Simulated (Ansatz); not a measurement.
## ZrC (Fm-3m): the Drude term of Re ε in the infrared

Re ε of ZrC (Fm-3m) at low photon energies is read from one computed spectrum; the carriers' damping was typed as γ = 0.1 eV.

The structure is cubic, space group Fm-3m (No. 225). Conventional cell: a = 4.730 Å, b = 4.730 Å, c = 4.730 Å, α = 90.00°, β = 90.00°, γ = 90.00°. Zr on site b has 6 C at 2.37 Å as nearest neighbours. C on site a is surrounded by 6 Zr at 2.37 Å.

Method: Ansatz 0.2.0, PBE, independent particles, k-mesh 14×14×14 with interpolation inside its cells, Gaussian parameter 0.2 eV.

Launch of the response step: `ansatz run input.yaml --threads 2 --pin off --max-ram 5120MiB --backend cpu --events-out ev --progress --plain --runs-dir out`. The run took 36 s, on 2 threads of Arm Neoverse V2, with other jobs on the host.

```tsv
photon energy E (eV)	wavelength (µm)	Re ε
0.25	4.96	-102.9
0.30	4.13	-66.5
0.35	3.54	-44.2
0.40	3.10	-29.9
0.50	2.48	?
0.60	2.07	-5.6
0.70	1.77	-1.9
```

A Drude term over a constant background gives Re ε = ε_b − ωp²/(E² + γ²), linear in 1/(E² + γ²).

Working, on the rows shown:

| x = 1/(E² + γ²) (eV⁻²) | y = Re ε |
| --- | --- |
| 13.7931 | -102.9 |
| 10 | -66.5 |
| 7.54717 | -44.2 |
| 5.88235 | -29.9 |
| 2.7027 | -5.6 |
| 2 | -1.9 |

Means: x̄ = 6.9876, ȳ = -41.833. Σ(x − x̄)(y − ȳ) = -858.8, Σ(x − x̄)² = 100.2. Slope = -858.8 / 100.2 = -8.575; intercept = ȳ − slope · x̄ = 18.082. The line misses the rows shown by at most 2.8.

Fill in the last column of the withheld row.

At x = 3.8462 the line gives y = -14.897. The run gave -13.5, so the interpolation is off by 1.4, 1.4 % of the range in the table.

Refitted with all rows, the slope is -8.609 and the intercept 18.508. These give ωp = √(−slope) = 2.93 eV, against 3.38 eV from the program's Fermi-surface sum, and an intercept of 18.5. Taking the program's Drude term off the rows leaves 55 at the lowest energy and 21 at the highest, so the background isn't constant: interband transitions lie in or near the window, and neither fitted number can be trusted. The cell comes from an older database entry, whose edges can be off by a per cent or so. The values come from a sum over the points of one k-mesh and carry its error, which is largest for Fermi-surface quantities. Spin-orbit coupling is left out.

[Logs are printed without paths, hosts, clocks, repeated set-up lines and the standing remarks that a program may print on its own settings, such as how far it seeks lower states.]
